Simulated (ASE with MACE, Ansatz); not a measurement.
# Site preference of Mo in place of Ru in (10-13) twin boundary in hcp Ru (70 atoms), part 3 of 3

Aim: make Mo in place of Ru at several sites of (10-13) twin boundary in hcp Ru (70 atoms), relax each, and compare their energies.

Ansatz 0.2.0; Kohn-Sham DFT, PBE, PAW (set soft_2), plane waves.

The cell: 70 Ru. The cell is under 6 Å thick along one periodic direction.

So far. Step 11 (Mo on a site of Ru, site Ru9): The relaxation converged after 3 steps, 0.0298 eV below its start, with a largest force component of 0.030 eV/Å.

### 12. Mo on a site of Ru, site Ru68

The site has 12 bonded neighbours (Ru12) at 2.71 Å on average, in the upper grain. 

Contents of input.yaml:

```yaml
crystal:
  lattice:
    - [9.20106, 0.0, 0.0]
    - [2.40338, 4.86915, 0.0]
    - [0.0, 0.0, 22.21325]
  atoms:
    [... atom lines 1 to 64 left out ...]
    - { symbol: Ru, position: [0.16295, 0.62779, 0.67515] }
    - { symbol: Ru, position: [0.70484, 0.97137, 0.66261] }
    - { symbol: Ru, position: [0.40785, 0.69412, 0.61942] }
    - { symbol: Mo, position: [0.95134, 0.53649, 0.60517] }
    - { symbol: Ru, position: [0.65843, 0.75618, 0.56051] }
    - { symbol: Ru, position: [0.19693, 0.6023, 0.55724] }
kpoints:
  mp_grid: { grid: [2, 3, 1] }
hamiltonian:
  xc: pbe
scf:
  occupations: { method: fermi_dirac, width: 0.1 }
output:
  forces: true
  eigenvalues: true
relax:
  f_tol: 0.05
  max_steps: 90
```

The run is started by

```sh
> ansatz run input.yaml --threads 6 --pin off --max-ram 102400MiB --backend cuda --events-out ev --progress --plain --runs-dir out
```

Numbers of over 12 decimals in the logs are rounded to 6 here.

Output:

```text
[...]
GPU FFT provider: cuFFT
GPU libraries: cuBLAS 13.8.2, cuFFT 12.4.0, cuSOLVER 12.3.4
Crystal: 70 atoms, lattice volume = 995.183 Å³
Basis set: ecut = 420 eV, 19417 PW (Γ), exchange–correlation on 128×80×300 points (8 copies of the dense FFT grid, shifted against one another)
Bands: 671, of which v1, the nominal top of the filled ones, is band 559 counted from 1 (558 counted from 0)
Symmetry: 1 space group operations
[...]
k-points: 4 of 6 (time reversal used)
[...]
GPU buffer pool allocated for 384000 grid points (all kernels)
[...]
SCF iter   1: F=—  HF=-410578.844589 eV  |F-HF|=—  |Δ(HF+E_count)|=         —  Δρ=9.91e-3  dr2=8.40e0  ethr=1.77e-3  ⟨swp⟩=5.0  Hψ=8488  notcnv=0  defer=11
[...]
SCF iter   5: F=—  HF=-410578.853278 eV  |F-HF|=—  |Δ(HF+E_count)|=   2.87e-3  Δρ=9.59e-5  dr2=6.29e-4  ethr=1.02e-6  ⟨swp⟩=1.8  Hψ=2901  notcnv=0  defer=23
SCF iter   6: F=-410578.853209 eV  HF=-410578.853236 eV  |F-HF|=2.73e-5  |Δ(HF+E_count)|=   4.18e-5  Δρ=3.18e-5  dr2=4.09e-5  ethr=5.59e-9  ⟨swp⟩=7.0  Hψ=10805  notcnv=0
SCF 1 converged in 6 iterations: F = -410578.853209 eV  dr2 = 4.09e-5
[...]
relax step   1: F+E_penalty+E_count = -410578.85320913 eV  Δ(F+E_penalty+E_count) = +0.000e0 eV  max|allowed force component| = 2.218e-1 eV/Å  Δτ_max = 0.0000 Å  (6 SCF iters, dr2 threshold 6.25e-5 eV, accepted)
[...]
relax step   2: F+E_penalty+E_count = -410578.87639729 eV  Δ(F+E_penalty+E_count) = -2.319e-2 eV  max|allowed force component| = 8.827e-2 eV/Å  Δτ_max = 0.0314 Å  (6 SCF iters, dr2 threshold 3.07e-6 eV, accepted)
[...]
relax step   3: F+E_penalty+E_count = -410578.88218066 eV  Δ(F+E_penalty+E_count) = -5.783e-3 eV  max|allowed force component| = 3.446e-2 eV/Å  Δτ_max = 0.0104 Å  (7 SCF iters, accepted)
SCF converged after 7 iterations
Free energy (F): -410578.882181 eV
[...]
Internal energy: -410576.771196 eV  (E = F + TS)
E sigma→0 (E₀):  -410577.826688 eV
Entropy (-TS):   -2.110984 eV (-30.157 meV/atom)
Fermi energy:    22.276757 eV
[...]
Σ components = -410578.882181   (vs F -410578.882181, Δ=0.00e0)
--- Forces (eV/Å), atoms counted from 1 ---
  atom   1  Ru    -0.00278984     0.00376599     0.00329018
  atom   2  Ru     0.00165113     0.00030328    -0.00508187
  atom   3  Ru    -0.00100067     0.00140076     0.00810632
  atom   4  Ru     0.00143432    -0.00037348    -0.00491686
[...]
atom  70  Ru     0.00251520    -0.00551287     0.01711200
  max |Σ_I F_I| component: 8.90e-6 eV/Å
--- Band table (eV) ---
[...]
--- Relaxed structure (3 steps of the walk, 3 accepted, 0 SCFs on fresh bases) ---
  F+E_penalty+E_count = -410578.88218066 eV   max|allowed force component| = 3.446e-2 eV/Å
  atoms:
    - { symbol: Ru, position: [0.254931, 0.058709, 0.999837] }
    - { symbol: Ru, position: [0.941529, 0.293859, 0.051982] }
    - { symbol: Ru, position: [0.486372, 0.135258, 0.059566] }
    - { symbol: Ru, position: [0.187334, 0.359496, 0.101455] }
[...]
- { symbol: Ru, position: [0.198033, 0.602268, 0.557139] }
```

It took 10 s on 1 × NVIDIA H100 80GB HBM3 with 6 threads of AMD EPYC 7R13 (Zen 3), shared host; peak memory 1.7 GiB.

That memory is the host's; the program planned 21.5 GiB on the GPU.

The relaxation converged after 3 steps, 0.0290 eV below its start, with a largest force component of 0.034 eV/Å.

### 13. Mo on a site of Ru, site Ru65

The site has 12 bonded neighbours (Ru12) at 2.69 Å on average, in the upper grain. 

Input and log are left out; they have the form of those shown for this kind of step.

Elapsed: 7.9 s, on 1 × NVIDIA H100 80GB HBM3 with 6 threads of AMD EPYC 7R13 (Zen 3), shared host; peak memory 1.6 GiB.

That memory is the host's; the program planned 21.5 GiB on the GPU.

The relaxation converged after 3 steps, 0.0311 eV below its start, with a largest force component of 0.039 eV/Å.

Local excerpt of 13 atoms (numbers count through the whole input) about the Mo atom, after relaxation; x, y, z are measured from there.

```tsv
atom	x	y	z	distance (Å)	bonds
Mo65	0.00	0.00	0.00	0.00	12
Ru70	0.25	-0.12	-2.62	2.64	11
Ru62	1.02	1.01	2.25	2.67	12
Ru27	-0.18	-1.43	2.25	2.67	12
Ru63	-2.40	-0.33	1.17	2.69	12
Ru28	-1.20	2.11	1.18	2.70	12
Ru29	2.25	-1.11	1.01	2.70	12
Ru68	-2.17	-0.45	-1.56	2.71	12
Ru33	-0.96	2.00	-1.56	2.71	12
Ru30	1.22	2.43	-0.01	2.71	12
Ru30	-1.18	-2.44	-0.01	2.72	12
Ru67	2.43	0.32	-1.24	2.74	12
Ru32	1.22	-2.13	-1.24	2.75	12
```

The column of bonds counts only the pairs Ru-Ru within 3.18 Å, Ru-Mo within 3.18 Å; other neighbours, such as metal atoms beside each other in a compound, aren't counted, and periodic images can show an atom twice.

The largest move is 0.03 Å, by Ru18.

### 14. The sites compared

All these cells hold the same atoms, so their energies can be compared with no chemical potential.

```tsv
site	neighbours	mean distance (Å)	atoms within 6 Å	region	distance to the other part (Å; 6 means 6 or more)	energy over the best site (eV)	before relaxation (eV)	gain on relaxing (eV)
Ru68	Ru12	2.71	58	upper grain	2.8	0.00	0.00	0.03
Ru21	Ru10	2.68	54	upper grain	2.7	0.02	0.04	0.05
Ru9	Ru12	2.69	56	lower grain	6.0	0.06	0.06	0.03
Ru27	Ru12	2.69	56	upper grain	5.2	0.06	0.06	0.03
Ru61	Ru12	2.69	54	upper grain	6.0	0.06	0.07	0.03
Ru67	Ru12	2.69	60	upper grain	2.7	0.08	0.09	0.04
Ru65	Ru12	2.69	57	upper grain	4.5	0.09	0.09	0.03
Ru2	Ru9	2.65	58	lower grain	2.3	0.11	0.13	0.05
Ru5	Ru11	2.69	57	lower grain	4.3	0.24	0.25	0.03
```

Neighbours are those of the relaxed host within 3.18 Å (Ru-Ru); other pairs aren't counted.

### 15. Findings

The cheapest site is Ru68 (12 neighbours, Ru12, in the upper grain); the dearest, Ru5 (11 neighbours, Ru11, in the lower grain), costs 0.24 eV more. Ru21 lies within 0.02 eV of the cheapest, a tie at this tolerance. Over 9 sites the energy shows no clear trend with the distance to the other part. Sites with the same first shell differ by up to 0.09 eV, from their geometry, farther neighbours or both. Relaxation gains 0.029 to 0.051 eV and leaves the best site the same.

Caveats: Defects are neutral and interact with their images. Only 9 of the 70 Ru sites were tried; unless symmetry makes the others alike to these, a cheaper one may exist. The stress is far from hydrostatic: its diagonal is -2.3, -0.3, -3.3 GPa, compression counted positive. The host structure and its lattice constant were typed by rule, without a check against the phase diagram. The pressure of -2.0 GPa shows the cell to be stretched for this functional.

The DFT runs together took 1.9 min of wall time.

[Logs are printed without paths, hosts, clocks, repeated set-up lines and the standing remarks that a program may print on its own settings, such as how far it seeks lower states.]

[Hosts, paths, dates, database ids (printed as entryN), source tags and the programs' standing remarks are cut or masked in the printed files.]
